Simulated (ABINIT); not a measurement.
**BAs (F-43m): G0W0 in ABINIT against the exchange cutoff**

How does the gap of BAs (F-43m) converge in the exchange cutoff?

Calculated with ABINIT 10.8.3; LDA and many-body steps on it, plane waves.

## 1. Starting point

It takes space group F-43m (No. 216, cubic). Conventional cell: a = 4.777 Å, b = 4.777 Å, c = 4.777 Å, α = 90.00°, β = 90.00°, γ = 90.00°. Nearest to B lie 4 As at 2.07 Å. Nearest to As lie 4 B at 2.07 Å. Farther neighbours are not listed.

The cell and positions come from the Crystallography Open Database and are kept as given unless a step says otherwise.

## 2. Screening, 4×4×4 mesh, 29 bands, screening to 130.6 eV

This step: ABINIT 10.8.3; RPA screening on LDA, plane waves, norm-conserving pseudopotentials.

The RPA dielectric matrix is built and inverted for each q.

run.abi

```
acell 3*1.0 Angstrom
rprim 
  -0.000000000000 2.388500000000 2.388500000000
  2.388500000000 -0.000000000000 2.388500000000
  2.388500000000 2.388500000000 -0.000000000000
ntypat 2
znucl 5 33
natom 2
typat 1 2
xred 
  0.000000000000 0.000000000000 0.000000000000
  0.250000000000 0.250000000000 0.250000000000
pp_dirpath "pseudos"
pseudos "B.upf, As.upf"
ecut 34
ngkpt 4 4 4
nshiftk 1
shiftk 0 0 0
kptopt 1
chksymbreak 0
istwfk *1
occopt 1
irdwfk 1
optdriver 3
nband 29
ecuteps 4.8
inclvkb 2
awtr 1
symchi 1
indata_prefix "in"
outdata_prefix "out"
tmpdata_prefix "tmp"
```

On the command line:

```sh
> OMP_NUM_THREADS=1 mpirun -n 4 abinit run.abi > log
```

What it wrote:

```text
.Version 10.8.3 of ABINIT. v10.8.2 released Aug 2026.

 Symmetries : space group F-4 3 m (#216); Bravais cF (face-center cubic)
[... echo of the input left out ...]
== DATASET  1 ==================================================================
-   mpi_nproc: 4, omp_nthreads: 1 (-1 if OMP is not activated)

--- !DatasetInfo
iteration_state: {dtset: 1, }
dimensions: {natom: 2, nkpt: 8, mband: 29, nsppol: 1, nspinor: 1, nspden: 1, mpw: 1807, }
cutoff_energies: {ecut:  34.0, pawecutdg:  -1.0, }
electrons: {nelect:   1.80000000E+01, charge:   0.00000000E+00, occopt:   1.00000000E+00, tsmear:   1.00000000E-02, }

 SCREENING: Calculation of the susceptibility and dielectric matrices

 Based on a program developped by R.W. Godby, V. Olevano, G. Onida, and L. Reining.
 Incorporated in ABINIT by V. Olevano, G.-M. Rignanese, and M. Torrent.
.Using double precision arithmetic ; gwpc =  8

[... cell and pseudopotentials left out ...]
--------------------------------------------------------------------------------

 ==== K-mesh for the wavefunctions ====
 Number of points in the irreducible wedge :     8
[... list of points left out ...]
 Together with 24 symmetry operations and time-reversal symmetry
 yields    64 points in the full Brillouin Zone.

 ==== Q-mesh for the screening function ====
 Number of points in the irreducible wedge :     8
[... list of points left out ...]
 Together with 24 symmetry operations and time-reversal symmetry
 yields    64 points in the full Brillouin Zone.

 setmesh: FFT mesh size selected  =    24x   24x   24
          total number of points  =        13824

 vcoul_init : cutoff-mode = AUXILIARY_FUNCTION
 q-points for optical limit:   1
     1)      0.000010    0.000020    0.000030

- screening: taking advantage of time-reversal symmetry
- Maximum band index for partially occupied states nbvw = 9
- Remaining bands to be divided among processors   nbcw = 20
- Number of bands treated by each node ~5

 Number of electrons calculated from density =   18.0000; Expected =   18.0000
 average of density, n =  0.097875
 r_s =    1.3461
 omega_plasma =   30.1780 [eV]

 calculating chi0 at frequencies [eV] :
  1    0.000000E+00    0.000000E+00
  2    0.000000E+00    3.017802E+01

--------------------------------------------------------------------------------
  q-point number  1        q = ( 0.000000, 0.000000, 0.000000) [r.l.u.]
--------------------------------------------------------------------------------
[... chi0 elements left out ...]
 For q-point:  0.000010 0.000020 0.000030
  dielectric constant =  14.0796
  dielectric constant without local fields =  15.4581

  Average fulfillment of the sum rule on Im[epsilon] for q-point    1 :     31.15  [%]
[... wings left out ...]
  q-point number  2        q = ( 0.250000, 0.000000, 0.000000) [r.l.u.]
--------------------------------------------------------------------------------
[... chi0 elements left out ...]
  Average fulfillment of the sum rule on Im[epsilon] for q-point    2 :     47.53  [%]

 [... 6 further q-points ...]
```

The job ended after 4.5 s (4 MPI ranks of Arm Neoverse V1, shared host; peak memory 0.37 GiB).

Numbers from this step:

```
ε∞ with local fields, on this mesh, along the program's q direction : 14.08
the same without local fields                                       : 15.46
plasma frequency                                                    : 30.18 eV
plane waves in the screening matrix                                 : 89
```

Local fields lower ε∞ by 9 %. On a Γ-centred mesh this coarse the value itself is usually too large, while a short band sum pulls it down.

## 3. 3.4 Ha

This step: G0W0 on LDA, plane waves, norm-conserving pseudopotentials.

run.abi: that of step 2 with these lines changed.

```diff
@@ -23,8 +23,17 @@
 irdwfk 1
-optdriver 3
+optdriver 4
 nband 29
+gwcalctyp 0
+ecutsigx 3.4
+symsigma 1
+nkptgw 2
+kptgw 
+  0.0000000000 0.0000000000 0.0000000000
+  0.5000000000 0.5000000000 0.0000000000
+bdgw 
+  7 12
+  8 11
 ecuteps 4.8
-inclvkb 2
-awtr 1
-symchi 1
+irdscr 1
+ppmodel 1
 indata_prefix "in"
```

What it wrote:

```text
.Version 10.8.3 of ABINIT. v10.8.2 released Aug 2026.

 Symmetries : space group F-4 3 m (#216); Bravais cF (face-center cubic)
[... echo of the input left out ...]
== DATASET  1 ==================================================================
-   mpi_nproc: 4, omp_nthreads: 1 (-1 if OMP is not activated)

--- !DatasetInfo
iteration_state: {dtset: 1, }
dimensions: {natom: 2, nkpt: 8, mband: 29, nsppol: 1, nspinor: 1, nspden: 1, mpw: 1807, }
cutoff_energies: {ecut:  34.0, pawecutdg:  -1.0, }
electrons: {nelect:   1.80000000E+01, charge:   0.00000000E+00, occopt:   1.00000000E+00, tsmear:   1.00000000E-02, }

 SIGMA: Calculation of the GW corrections

 Based on a program developped by R.W. Godby, V. Olevano, G. Onida, and L. Reining.
 Incorporated in ABINIT by V. Olevano, G.-M. Rignanese, and M. Torrent.
.Using double precision arithmetic ; gwpc =  8

[... cell and pseudopotentials left out ...]
--------------------------------------------------------------------------------

 ==== K-mesh for the wavefunctions ====
 Number of points in the irreducible wedge :     8
[... list of points left out ...]
 Together with 24 symmetry operations and time-reversal symmetry
 yields    64 points in the full Brillouin Zone.

 ==== Q-mesh for screening function ====
 Number of points in the irreducible wedge :     8
[... list of points left out ...]
 Together with 24 symmetry operations and time-reversal symmetry
 yields    64 points in the full Brillouin Zone.

 vcoul_init : cutoff-mode = AUXILIARY_FUNCTION
 q-points for optical limit:   1
     1)      0.000010    0.000020    0.000030
 setmesh: FFT mesh size selected  =    24x   24x   24
          total number of points  =        13824

 Number of electrons calculated from density =   18.0000; Expected =   18.0000
 average of density, n =  0.097875
 r_s =    1.3461
 omega_plasma =   30.1780 [eV]

 === KS Band Gaps ===
  >>>> For spin  1
   Minimum direct gap =   3.2646 [eV], located at k-point      :   0.0000  0.0000  0.0000
   Fundamental gap    =   1.3515 [eV], Top of valence bands at :   0.0000  0.0000  0.0000
                                       Bottom of conduction at :   0.5000  0.5000  0.0000
 SIGMA fundamental parameters:
 PLASMON POLE MODEL  1
 number of plane-waves for SigmaX                   59
 number of plane-waves for SigmaC and W             59
 number of plane-waves for wavefunctions          1807
 number of bands                                    29
 number of independent spin polarizations            1
 number of spinorial components                      1
 number of k-points in IBZ                           8
 number of q-points in IBZ                           8
 number of symmetry operations                      24
 number of k-points in BZ                           64
 number of q-points in BZ                           64
 number of frequencies for dSigma/dE                 9
 frequency step for dSigma/dE [eV]                0.25
 number of omega for Sigma on real axis              0
 max omega for Sigma on real axis  [eV]           0.00
 zcut for avoiding poles [eV]                     0.10

 EPSILON^-1 parameters (SCR file):
 dimension of the eps^-1 matrix on file             89
 dimension of the eps^-1 matrix used                59
 number of plane-waves for wavefunctions          1807
 number of bands                                    29
 number of q-points in IBZ                           8
 number of frequencies                               2
 number of real frequencies                          1
 number of imag frequencies                          1

 matrix elements of self-energy operator (all in [eV])

 Perturbative Calculation

--- !SelfEnergy_ee
iteration_state: {dtset: 1, }
kpoint     : [   0.000,    0.000,    0.000, ]
spin       : 1
KS_gap     :    3.265
QP_gap     :    4.114
Delta_QP_KS:    0.849
data: !SigmaeeData |
     Band     E0 <VxcDFT>   SigX SigC(E0)      Z dSigC/dE  Sig(E)    E-E0       E
        7   6.440 -13.886 -15.171   1.832   0.808  -0.238 -13.444   0.442   6.882
        8   6.440 -13.886 -15.171   1.832   0.808  -0.238 -13.444   0.442   6.882
        9   6.440 -13.886 -15.171   1.832   0.808  -0.238 -13.444   0.442   6.882
       10   9.705 -12.825  -7.650  -3.583   0.811  -0.233 -11.534   1.291  10.996
       11   9.705 -12.825  -7.650  -3.583   0.811  -0.233 -11.534   1.291  10.996
       12   9.705 -12.825  -7.650  -3.583   0.811  -0.233 -11.534   1.291  10.996

--- !SelfEnergy_ee
iteration_state: {dtset: 1, }
kpoint     : [   0.500,    0.500,    0.000, ]
spin       : 1
KS_gap     :    5.421
QP_gap     :    6.818
Delta_QP_KS:    1.397
data: !SigmaeeData |
     Band     E0 <VxcDFT>   SigX SigC(E0)      Z dSigC/dE  Sig(E)    E-E0       E
        8   2.371 -12.908 -15.983   3.026   0.792  -0.263 -12.948  -0.039   2.332
        9   2.371 -12.908 -15.983   3.026   0.792  -0.263 -12.948  -0.039   2.332
       10   7.792 -11.361  -5.979  -3.729   0.821  -0.218 -10.003   1.358   9.149
       11   7.889 -11.104  -6.182  -3.702   0.818  -0.223 -10.106   0.998   8.887

== END DATASET(S) ==============================================================
================================================================================

 -outvars: echo values of variables after computation  --------
           etotal      0.0000000000E+00
            nband          29
             nkpt           8
          spgroup         216
 [... the other variables as echoed above ...]

 Calculation completed.
```

The job ended after 2.5 s (4 MPI ranks; peak memory 0.09 GiB; 9.8 s of CPU time).

This step gave:

| Quantity | Value |
| --- | --- |
| G0W0 gap on the points computed | 2.005 eV |
| starting gap on the mesh | 1.351 eV |
| k of the valence top | 0, 0, 0 |
| k of the conduction bottom | 0.5, 0.5, 0 |
| Z at the valence top | 0.808 |
| Z at the conduction bottom | 0.818 |
| least direct G0W0 gap on the computed points | 4.114 eV |

## 4. 6.8 Ha

run.abi: that of step 3 with these lines changed.

```diff
@@ -26,3 +26,3 @@
 gwcalctyp 0
-ecutsigx 3.4
+ecutsigx 6.8
 symsigma 1
```

What it wrote:

```text
.Version 10.8.3 of ABINIT. v10.8.2 released Aug 2026.

 Symmetries : space group F-4 3 m (#216); Bravais cF (face-center cubic)
[... echo of the input left out ...]
== DATASET  1 ==================================================================
-   mpi_nproc: 4, omp_nthreads: 1 (-1 if OMP is not activated)

--- !DatasetInfo
iteration_state: {dtset: 1, }
dimensions: {natom: 2, nkpt: 8, mband: 29, nsppol: 1, nspinor: 1, nspden: 1, mpw: 1807, }
cutoff_energies: {ecut:  34.0, pawecutdg:  -1.0, }
electrons: {nelect:   1.80000000E+01, charge:   0.00000000E+00, occopt:   1.00000000E+00, tsmear:   1.00000000E-02, }

 SIGMA: Calculation of the GW corrections

 Based on a program developped by R.W. Godby, V. Olevano, G. Onida, and L. Reining.
 Incorporated in ABINIT by V. Olevano, G.-M. Rignanese, and M. Torrent.
.Using double precision arithmetic ; gwpc =  8

[... cell and pseudopotentials left out ...]
--------------------------------------------------------------------------------

 ==== K-mesh for the wavefunctions ====
 Number of points in the irreducible wedge :     8
[... list of points left out ...]
 Together with 24 symmetry operations and time-reversal symmetry
 yields    64 points in the full Brillouin Zone.

 ==== Q-mesh for screening function ====
 Number of points in the irreducible wedge :     8
[... list of points left out ...]
 Together with 24 symmetry operations and time-reversal symmetry
 yields    64 points in the full Brillouin Zone.

 vcoul_init : cutoff-mode = AUXILIARY_FUNCTION
 q-points for optical limit:   1
     1)      0.000010    0.000020    0.000030
 setmesh: FFT mesh size selected  =    25x   25x   25
          total number of points  =        15625

 Number of electrons calculated from density =   18.0000; Expected =   18.0000
[...]
number of omega for Sigma on real axis              0
 max omega for Sigma on real axis  [eV]           0.00
 zcut for avoiding poles [eV]                     0.10

 EPSILON^-1 parameters (SCR file):
 dimension of the eps^-1 matrix on file             89
 dimension of the eps^-1 matrix used                89
 number of plane-waves for wavefunctions          1807
 number of bands                                    29
 number of q-points in IBZ                           8
 number of frequencies                               2
 number of real frequencies                          1
 number of imag frequencies                          1

 matrix elements of self-energy operator (all in [eV])

 Perturbative Calculation

--- !SelfEnergy_ee
iteration_state: {dtset: 1, }
kpoint     : [   0.000,    0.000,    0.000, ]
spin       : 1
KS_gap     :    3.265
QP_gap     :    4.129
Delta_QP_KS:    0.864
data: !SigmaeeData |
     Band     E0 <VxcDFT>   SigX SigC(E0)      Z dSigC/dE  Sig(E)    E-E0       E
        7   6.440 -13.886 -15.555   1.817   0.807  -0.238 -13.766   0.119   6.560
        8   6.440 -13.886 -15.555   1.817   0.807  -0.238 -13.766   0.119   6.560
        9   6.440 -13.886 -15.555   1.817   0.807  -0.238 -13.766   0.119   6.560
[...]
--- !SelfEnergy_ee
iteration_state: {dtset: 1, }
kpoint     : [   0.500,    0.500,    0.000, ]
spin       : 1
KS_gap     :    5.421
QP_gap     :    6.732
Delta_QP_KS:    1.312
data: !SigmaeeData |
     Band     E0 <VxcDFT>   SigX SigC(E0)      Z dSigC/dE  Sig(E)    E-E0       E
[...]
10   7.792 -11.361  -6.384  -3.725   0.821  -0.218 -10.334   1.027   8.819
       11   7.889 -11.104  -6.333  -3.707   0.817  -0.223 -10.235   0.869   8.758

== END DATASET(S) ==============================================================
================================================================================

 -outvars: echo values of variables after computation  --------
           etotal      0.0000000000E+00
            nband          29
             nkpt           8
          spgroup         216
 [... the other variables as echoed above ...]

 Calculation completed.
```

Elapsed: 2.7 s, on 4 MPI ranks; peak memory 0.09 GiB.

Numbers from this step:

- G0W0 gap on the points computed: 2.198 eV
- starting gap on the mesh: 1.351 eV
- k of the valence top: 0, 0, 0
- k of the conduction bottom: 0.5, 0.5, 0
- Z at the valence top: 0.807
- Z at the conduction bottom: 0.817
- least direct G0W0 gap on the computed points: 4.129 eV

(Part 1 of 2 ends here.)

[Paths, hosts, dates, memory and timing lines, banners, echoed tables and standing remarks are left out of the program output.]

[Logs are printed without paths, hosts, clocks, repeated set-up lines and the standing remarks that a program may print on its own settings, such as how far it seeks lower states.]

[Runs of the session that timed out or met a known fault of the program may be left out.]

[No measured gap is set beside runs whose start may be inverted or whose files or cutoffs have a known fault.]

[Hosts, paths, dates, database ids (printed as entryN), source tags and the programs' standing remarks are cut or masked in the printed files.]

[G0W0 gaps are taken among the corrected bands and points alone; a level outside them can change the order at an edge.]

[Where Ansatz stands beside ABINIT at settings called matched, ABINIT's density can come from a denser mesh and the files from another edition; pairs whose starting gaps differed by over 0.03 eV were left out, so agreement reads better than it is.]
